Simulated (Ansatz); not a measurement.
Rows from a G0W0 calculation on Bi2S3 (Bismuthinite) (Ansatz 0.2.0; G0W0 on PBE, plane waves, PAW; 2×4×2 mesh, 2987 empty bands, screening to 190 eV, hard PAW files), in eV. Spin-orbit coupling is left out.

```csv
row,k,band,start,Σx,Σc at the solution,Vxc
A,"(-0.500, 0.000, 0.000)",v1,8.496,-17.466,1.569,-15.376
B,"(-0.500, 0.000, 0.000)",c1,10.303,-10.243,-3.571,-13.762
C,Γ,v2,8.340,-17.409,1.752,-15.113
D,Γ,c1,9.956,-9.662,-3.277,-12.797
E,Γ,c2,10.279,-9.963,-3.628,-13.545
F,Γ,v1,8.393,-17.385,1.309,-15.571
```

Give the quasiparticle energies and the shift of each level.

The quasiparticle equation reads E = start + Σx + Σc(E) − Vxc.

| row | E (eV) | shift (eV) |
| --- | --- | --- |
| A | 7.975 | −0.521 |
| B | 10.251 | −0.052 |
| C | 7.797 | −0.544 |
| D | 9.813 | −0.143 |
| E | 10.233 | −0.046 |
| F | 7.888 | −0.505 |

Limits: not at the basis limit; no spin-orbit coupling; coarse k mesh.

[Paths, hosts, dates, memory and timing lines, banners, echoed tables and standing remarks are left out of the program output.]

[Logs are printed without paths, hosts, clocks, repeated set-up lines and the standing remarks that a program may print on its own settings, such as how far it seeks lower states.]

[Runs of the session that timed out or met a known fault of the program may be left out.]

[Cells called generated may have been cut or substituted from an entry of the Crystallography Open Database or the Materials Project.]

[Hosts, paths, dates, database ids (printed as entryN), source tags and the programs' standing remarks are cut or masked in the printed files.]
